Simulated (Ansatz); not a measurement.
**Is TaAgB in the AlB2 type a stable metal?**

Question: is the lattice of TaAgB in the AlB2 type stable, and if so, what are its coupling constant and resistivity?

Program: Ansatz 0.2.0. Level of theory: DFT PBE, scalar-relativistic, plane waves, PAW; PAW set soft_1. Results are calculated unless marked as measured.

Most raw output is cut from this account.

The structure was built from a prototype and need not be the compound's stable phase.

## (1) The starting structure

It takes space group P-6m2 (No. 187, hexagonal). The conventional cell has a = 3.595 Å, b = 3.595 Å, c = 3.774 Å, α = 90.00°, β = 90.00°, γ = 120.00°. Nearest to Ta lie 6 B at 2.81 Å and 6 Ag at 2.81 Å. B has 3 Ag at 2.08 Å and 6 Ta at 2.81 Å nearest. Nearest to Ag lie 3 B at 2.08 Å and 6 Ta at 2.81 Å. Farther neighbours are not listed.

## (2) Relaxation

The structure is brought to rest under this functional.

input.yaml

```yaml
crystal:
  lattice:
    - [3.59465, 0.0, 0.0]
    - [-1.79733, 3.11306, 0.0]
    - [0.0, 0.0, 3.77439]
  atoms:
    - { symbol: Ta, position: [0.0, 0.0, 0.0] }
    - { symbol: B, position: [0.33333333, 0.66666667, 0.5] }
    - { symbol: Ag, position: [0.66666667, 0.33333333, 0.5] }
kpoints:
  mp_grid: { grid: [9, 9, 8] }
hamiltonian:
  xc: pbe
  pseudopotentials: { kind: paw, azcp: { folder: soft_1 } }
scf:
  occupations: { method: gaussian, width: 0.1 }
output:
  forces: true
  stress: true
  eigenvalues: true
relax:
  adjacent_minimum: "off"
  f_tol: 0.005
  max_steps: 80
  cell: { stress_tol: 0.05 }
```

On the command line:

```console
$ ansatz run input.yaml --threads 4 --pin off --max-ram 12288MiB --backend cpu --events-out ev --progress --plain --runs-dir out
```

Elapsed: 23 s, on 4 threads of Arm Neoverse V1, shared host; peak memory 0.42 GiB.

Relaxation path:

| step | energy less that of the first step (eV) | largest force component (eV/Å) | pressure (GPa) | volume (Å³) |
| --- | --- | --- | --- | --- |
| 1 | 0.0000 | 0.0000 | 2.89 | 42.24 |
| 2 | -0.1886 | 0.0000 | 3.36 | 41.74 |
| 3 | -0.2861 | 0.0000 | -1.00 | 42.20 |
| 4 | -0.2911 | 0.0000 | 1.56 | 41.58 |
| 5 | -0.2941 | 0.0000 | 0.67 | 41.72 |
| 6 | -0.3024 | 0.0000 | -0.04 | 41.75 |
| 7 | -0.3396 | 0.0000 | 0.46 | 41.40 |
| 8 | -0.2940 | 0.0000 | 1.47 | 41.09 |
| 9 | -0.3406 | 0.0000 | -0.10 | 41.49 |
| 10 | -0.3406 | 0.0000 | -0.01 | 41.47 |
| 11* | -0.3478 | 0.0000 | 0.15 | 41.47 |
| 12 | -0.3479 | 0.0000 | 0.00 | 41.50 |
| 13* | -0.3479 | 0.0000 | 0.00 | 41.50 |

Relaxation steps marked * repeat the geometry before them on a plane-wave basis chosen anew for their cell, so energy and pressure can jump there. Relaxation step 8 was tried and not accepted.

The run keeps the 12 symmetry operations that it works with, so distortions that break them were not tested.

| cell as run | before | after | change |
| --- | --- | --- | --- |
| a (Å) | 3.595 | 3.981 | +10.8 % |
| b (Å) | 3.595 | 3.981 | +10.8 % |
| c (Å) | 3.774 | 3.023 | -19.9 % |
| volume (Å³/atom) | 14.08 | 13.83 | -1.8 % |

The relaxed structure:

```xyz
3
Lattice="3.9811 0.0000 0.0000 -1.9906 3.4478 0.0000 0.0000 0.0000 3.0233" Properties=species:S:1:pos:R:3 pbc="T T T"
Ta    0.0000    0.0000    0.0000
B     0.0000    2.2985    1.5116
Ag    1.9906    1.1493    1.5116
```

This step gave:

```
pressure          : 5.63e-4 GPa
volume per atom   : 13.83 Å³/atom
metallic on mesh  : yes
gap on the k-mesh : 0 eV
```

The largest force is now zero by symmetry and the largest stress component 0.017 GPa.

## (3) Relaxing tightly for phonons

No force is left; the cell is relaxed once more with another smearing and tight thresholds.

input.yaml, the sections that differ from step 2:

```yaml
crystal:
  lattice:
    - [3.9811208128, 3.1971e-06, 0.0]
    - [-1.9905631752, 3.4477501609, 0.0]
    - [0.0, 0.0, 3.0232678575]
  atoms:
    - { symbol: Ta, position: [0.0, 0.0, 0.0] }
    - { symbol: B, position: [0.3333333333, 0.6666666667, 0.5] }
    - { symbol: Ag, position: [0.6666666667, 0.3333333333, 0.5] }
kpoints:
  mp_grid: { grid: [9, 9, 10] }
scf:
  occupations: { method: methfessel_paxton, width: 0.2 }
relax:
  adjacent_minimum: "off"
  f_tol: 0.001
  max_steps: 60
  cell: { stress_tol: 0.01 }
# hamiltonian, output: as in step 2
```

Wall time 10 s (4 threads); peak memory 0.42 GiB; 36 s of CPU time.

Step by step:

| step | energy less that of the first step (eV) | largest force component (eV/Å) | pressure (GPa) | volume (Å³) |
| --- | --- | --- | --- | --- |
| 1 | 0.0000 | 0.0000 | -0.10 | 41.50 |
| 2 | -0.0006 | 0.0000 | -0.54 | 41.61 |
| 3 | -0.0009 | 0.0000 | 0.14 | 41.46 |
| 4 | -0.0009 | 0.0000 | 0.00 | 41.49 |
| 5 | -0.0009 | 0.0000 | 0.00 | 41.49 |

The log counts 1 steps on a newly chosen plane-wave basis, not all of them marked here; energy and pressure can jump at such steps.

| conventional cell, symmetrised | before | after | change |
| --- | --- | --- | --- |
| a (Å) | 3.981 | 3.970 | -0.3 % |
| b (Å) | 3.981 | 3.970 | -0.3 % |
| c (Å) | 3.023 | 3.040 | +0.6 % |
| volume (Å³/atom) | 13.83 | 13.83 | -0.0 % |

The relaxed structure:

```xyz
3
Lattice="3.9696 0.0000 0.0000 -1.9848 3.4378 0.0000 0.0000 0.0000 3.0404" Properties=species:S:1:pos:R:3 pbc="T T T"
Ta    0.0000    0.0000    0.0000
B     0.0000    2.2918    1.5202
Ag    1.9848    1.1459    1.5202
```

This step gave:

| Item | Value |
| --- | --- |
| pressure | 0.001029 GPa |

The largest force is now zero by symmetry and the largest stress component 0.0011 GPa, small enough for phonons.

## (4) Phonons by linear response: q 2×2×2, k 4×4×6

Before any scattering is computed, the phonons show whether the structure is a minimum.

input.yaml

```yaml
crystal:
  lattice:
    - [3.96958656, 3.1879e-06, 0.0]
    - [-1.9847960408, 3.4377612096, 0.0]
    - [0.0, 0.0, 3.0404087276]
  atoms:
    - { symbol: Ta, position: [0.0, 0.0, 0.0] }
    - { symbol: B, position: [0.3333333333, 0.6666666667, 0.5] }
    - { symbol: Ag, position: [0.6666666667, 0.3333333333, 0.5] }
kpoints:
  mp_grid: { grid: [4, 4, 6] }
hamiltonian:
  xc: pbe
  pseudopotentials: { kind: paw, azcp: { folder: soft_1 } }
scf:
  occupations: { method: methfessel_paxton, width: 0.2 }
output:
  eigenvalues: true
phonons:
  method: dfpt
  qmesh: [2, 2, 2]
  temperatures: { t_max: 1000, t_step: 50 }
  qpath:
    path:
      - [[0.0, 0.0, 0.0], [0.5, 0.0, 0.0], [0.33333333, 0.33333333, 0.0], [0.0, 0.0, 0.0], [0.0, 0.0, 0.5], [0.5, 0.0, 0.5], [0.33333333, 0.33333333, 0.5], [0.0, 0.0, 0.5]]
      - [[0.5, 0.0, 0.5], [0.5, 0.0, 0.0]]
      - [[0.33333333, 0.33333333, 0.5], [0.33333333, 0.33333333, 0.0]]
    npoints: 10
```

Elapsed: 34 s, on 4 threads; peak memory 0.51 GiB; 2.1 min of CPU time.

Numbers from this step:

| Property | Result |
| --- | --- |
| share of imaginary modes in the plain interpolation between solved wavevectors | 0.2102 |
| highest frequency, solved or plainly interpolated | 448 cm⁻¹ |

Solved on the 2×2×2 mesh alone; all other wavevectors are interpolated. The phonon branches at the labelled points (cm⁻¹):

| point | branch 1 | branch 2 | branch 3 | branch 4 | branch 5 | branch 6 | branch 7 | branch 8 | branch 9 |
| --- | --- | --- | --- | --- | --- | --- | --- | --- | --- |
| Γ | -211 | 0 | 0 | 0 | 145 | 194 | 194 | 398 | 398 |
| halfway | -181 | -49 | 58 | 70 | 145 | 192 | 197 | 397 | 424 |
| M | -143 | -76 | 82 | 95 | 144 | 195 | 204 | 396 | 448 |
| halfway | -136 | -60 | 86 | 100 | 141 | 164 | 224 | 404 | 444 |
| K | -128 | -37 | 89 | 116 | 133 | 138 | 232 | 413 | 438 |
| halfway | -172 | -49 | 65 | 75 | 144 | 182 | 207 | 400 | 428 |
| Γ | -211 | 0 | 0 | 0 | 145 | 194 | 194 | 398 | 398 |
| halfway | -155 | 79 | 79 | 104 | 155 | 182 | 182 | 398 | 398 |
| A | -96 | 130 | 130 | 143 | 156 | 156 | 185 | 399 | 399 |
| halfway | -147 | 85 | 95 | 128 | 149 | 184 | 192 | 378 | 399 |
| L | -178 | -55 | -38 | 126 | 142 | 184 | 218 | 354 | 400 |
| halfway | -169 | -93 | -69 | 116 | 167 | 184 | 213 | 357 | 395 |
| H | -156 | -114 | -101 | 108 | 185 | 190 | 203 | 359 | 390 |
| halfway | -154 | 53 | 81 | 124 | 158 | 185 | 194 | 374 | 398 |
| A | -96 | 130 | 130 | 143 | 156 | 156 | 185 | 399 | 399 |
| jump to L | -178 | -55 | -38 | 126 | 142 | 184 | 218 | 354 | 400 |
| halfway | -154 | -64 | 35 | 82 | 164 | 187 | 209 | 375 | 424 |
| M | -143 | -76 | 82 | 95 | 144 | 195 | 204 | 396 | 448 |
| jump to H | -156 | -114 | -101 | 108 | 185 | 190 | 203 | 359 | 390 |
| halfway | -143 | -74 | -40 | 62 | 173 | 181 | 215 | 387 | 414 |
| K | -128 | -37 | 89 | 116 | 133 | 138 | 232 | 413 | 438 |

Among the solved wavevectors the lowest mode, translations apart, is -211 cm⁻¹, imaginary.

## (5) Phonons by linear response: q 3×3×2, k 6×6×8

An imaginary mode on so few k-points may come from the sampling, so the phonons are repeated with another q and k mesh.

Changes to input.yaml since step 4:

```diff
@@ -10,3 +10,3 @@
 kpoints:
-  mp_grid: { grid: [4, 4, 6] }
+  mp_grid: { grid: [6, 6, 8] }
 hamiltonian:
@@ -20,3 +20,3 @@
   method: dfpt
-  qmesh: [2, 2, 2]
+  qmesh: [3, 3, 2]
   temperatures: { t_max: 1000, t_step: 50 }
```

It took 2.5 min on 4 threads; peak memory 0.72 GiB; 9.8 min of CPU time.

Numbers from this step:

```
share of imaginary modes in the plain interpolation between solved wavevectors : 0.1674
highest frequency, solved or plainly interpolated                              : 464.0 cm⁻¹
```

Solved on the 3×3×2 mesh alone; all other wavevectors are interpolated. The phonon branches at the labelled points (cm⁻¹):

| point | branch 1 | branch 2 | branch 3 | branch 4 | branch 5 | branch 6 | branch 7 | branch 8 | branch 9 |
| --- | --- | --- | --- | --- | --- | --- | --- | --- | --- |
| Γ | -156 | 0 | 0 | 0 | 153 | 202 | 202 | 417 | 417 |
| halfway | -163 | -36 | 66 | 77 | 149 | 199 | 204 | 427 | 437 |
| M | -151 | -55 | 87 | 100 | 141 | 201 | 208 | 435 | 454 |
| halfway | -139 | -45 | 86 | 108 | 138 | 173 | 226 | 431 | 460 |
| K | -124 | -32 | 85 | 125 | 134 | 147 | 234 | 429 | 464 |
| halfway | -160 | -40 | 72 | 86 | 148 | 189 | 213 | 427 | 443 |
| Γ | -156 | 0 | 0 | 0 | 153 | 202 | 202 | 417 | 417 |
| halfway | -98 | 85 | 85 | 118 | 162 | 191 | 191 | 413 | 413 |
| A | -26 | 142 | 142 | 161 | 161 | 170 | 183 | 409 | 409 |
| halfway | -35 | 96 | 114 | 134 | 159 | 196 | 202 | 405 | 420 |
| L | -73 | 61 | 79 | 128 | 153 | 197 | 221 | 395 | 426 |
| halfway | -72 | -37 | 65 | 126 | 171 | 201 | 214 | 398 | 419 |
| H | -74 | -73 | 51 | 124 | 191 | 201 | 204 | 407 | 407 |
| halfway | -40 | 85 | 95 | 133 | 165 | 198 | 204 | 405 | 420 |
| A | -26 | 142 | 142 | 161 | 161 | 170 | 183 | 409 | 409 |
| jump to L | -73 | 61 | 79 | 128 | 153 | 197 | 221 | 395 | 426 |
| halfway | -96 | -40 | 59 | 97 | 172 | 191 | 213 | 416 | 440 |
| M | -151 | -55 | 87 | 100 | 141 | 201 | 208 | 435 | 454 |
| jump to H | -74 | -73 | 51 | 124 | 191 | 201 | 204 | 407 | 407 |
| halfway | -80 | -25 | 28 | 73 | 181 | 185 | 218 | 418 | 436 |
| K | -124 | -32 | 85 | 125 | 134 | 147 | 234 | 429 | 464 |

Lowest modes at the softest wavevector of the mesh. The modes at q = (0.333, 0.000, 0.000) (shares of kinetic energy by element, %) (negative means imaginary):

| mode | frequency (cm⁻¹) | Ta % | B % | Ag % |
| --- | --- | --- | --- | --- |
| 1 | -159.9 | 6 | 94 | 0 |
| 2 | -45.7 | 59 | 3 | 38 |
| 3 | 78.8 | 69 | 6 | 25 |
| 4 | 89.2 | 79 | 1 | 20 |
| 5 | 146.0 | 25 | 1 | 75 |
| 6 | 200.2 | 21 | 4 | 76 |

Displacements in mode 1 (-159.9 cm⁻¹), the largest set to 1, in the home cell (x, y, z of the real part, then of the imaginary part):
```
Ta1  0.00  0.00 -0.06  0.00  0.00  0.02
B2   0.00  0.00  1.00  0.00  0.00  0.00
Ag3  0.00  0.00  0.00  0.00  0.00 -0.02
```

Displacements in mode 6 (200.2 cm⁻¹), the largest set to 1, in the home cell (x, y, z of the real part, then of the imaginary part):
```
Ta1 -0.38 -0.22  0.00  0.12  0.07  0.00
B2  -0.12 -0.07  0.00 -0.67 -0.39  0.00
Ag3  1.00  0.58  0.00 -0.03 -0.02  0.00
```

The modes has structure finer than the step of the table below, so its rows give means over 20 cm⁻¹, whole bins alone (the curve runs from -173 to 488 cm⁻¹). Peaks (cm⁻¹: height): Ag -40.2: 0.00609, 146.8: 0.0198, 196.7: 0.0353; B -148.3: 0.00887, 425.3: 0.055; Ta -69.3: 0.0068, -40.2: 0.00861, 109.4: 0.0243, 196.7: 0.0221.

Phonopy on the run's constants, 17x17x19 mesh, Gaussian sigma 4.7 cm⁻¹. The modes by wavenumber; means over each step; values in 1/cm⁻¹/cell:

| wavenumber (cm⁻¹) | Ag | B | Ta |
| --- | --- | --- | --- |
| -160 | 2.2e-5 | 0.00544 | 3.3e-4 |
| -140 | 6.9e-5 | 0.00841 | 4.9e-4 |
| -120 | 1.5e-4 | 0.00649 | 4.1e-4 |
| -100 | 3.2e-4 | 0.00478 | 4.5e-4 |
| -80 | 0.00210 | 0.00417 | 0.00232 |
| -60 | 0.00464 | 0.00341 | 0.00511 |
| -40 | 0.00530 | 0.00258 | 0.00746 |
| -20 | 0.00331 | 0.00127 | 0.00519 |
| 0 | 8.2e-4 | 3.4e-4 | 0.00142 |
| 20 | 0.00187 | 9.8e-4 | 0.00327 |
| 40 | 0.00420 | 0.00211 | 0.00774 |
| 60 | 0.00610 | 0.00407 | 0.0127 |
| 80 | 0.00567 | 0.00369 | 0.0144 |
| 100 | 0.00556 | 0.00139 | 0.0196 |
| 120 | 0.00346 | 8.1e-4 | 0.0182 |
| 140 | 0.0115 | 3.5e-4 | 0.00764 |
| 160 | 0.0170 | 0.00110 | 0.00570 |
| 180 | 0.0220 | 0.00215 | 0.0117 |
| 200 | 0.0322 | 0.00242 | 0.0186 |
| 220 | 0.0163 | 5.4e-4 | 0.00688 |
| 240 | 8.5e-4 | 9.3e-6 | 3.2e-4 |
| 260 | 1.8e-7 | 0 | 0 |
| 280 | 0 | 0 | 0 |
| 300 | 0 | 0 | 0 |
| 320 | 0 | 0 | 0 |
| 340 | 0 | 0 | 0 |
| 360 | 0 | 0 | 0 |
| 380 | 7.8e-6 | 2.2e-4 | 0 |
| 400 | 8.0e-4 | 0.0162 | 1.5e-5 |
| 420 | 0.00319 | 0.0474 | 2.1e-5 |
| 440 | 0.00193 | 0.0231 | 1.0e-5 |
| 460 | 6.2e-4 | 0.00629 | 1.2e-6 |

No LO-TO term; unit eigenvectors of the mass-weighted matrix. The modes at Γ (shares of kinetic energy by element, %) (negative means imaginary):

| mode | frequency (cm⁻¹) | symmetry | Ta % | B % | Ag % |
| --- | --- | --- | --- | --- | --- |
| 1 | -155.9 | A2'' | 5 | 95 | 0 |
| 2 | 0.0 | unnamed | 60 | 4 | 36 |
| 3 | 0.0 | unnamed | 60 | 4 | 36 |
| 4 | 0.0 | unnamed | 60 | 4 | 36 |
| 5 | 152.9 | A2'' | 35 | 1 | 64 |
| 6 | 202.4 | E' | 40 | 6 | 55 |
| 7 | 202.4 | E' | 40 | 6 | 55 |
| 8 | 417.2 | E' | 0 | 91 | 9 |
| 9 | 417.2 | E' | 0 | 91 | 9 |

Displacements in mode 1 (-155.9 cm⁻¹), the largest set to 1:
```
Ta1  0.00  0.00 -0.05
B2   0.00  0.00  1.00
Ag3  0.00  0.00 -0.01
```

Displacements in mode 9 (417.2 cm⁻¹), the largest set to 1:
```
Ta1  0.00  0.00  0.00
B2   0.40  1.00  0.00
Ag3 -0.04 -0.10  0.00
```

Among the solved wavevectors the lowest mode, translations apart, is -160 cm⁻¹, imaginary.

## (6) Results

| Property | Result |
| --- | --- |
| phonon run of the rows without a label of their own | PBE, q 3×3×2, k 6×6×8 |
| softest mode on the q mesh | -160 cm⁻¹ at q = (0.333, 0, 0) |
| highest frequency, solved or plainly interpolated | 464 cm⁻¹ |

What this shows: The lattice is dynamically unstable at this level: a mode at q = (0.333, 0, 0) is imaginary, 160i cm⁻¹, so no harmonic coupling constant or resistivity is defined for this structure. These meshes are coarse, and single modes of a metal can move by tens of cm⁻¹ with the k mesh. Spin–orbit coupling, left out here, matters for Ta. The phonon runs are not spin-polarised. The structure was built by hand as an ordered model, and its stability against other phases was not tested.

[Logs are printed without paths, hosts, clocks, repeated set-up lines and the standing remarks that a program may print on its own settings, such as how far it seeks lower states.]

[Hosts, paths, dates, database ids (printed as entryN), source tags and the programs' standing remarks are cut or masked in the printed files.]
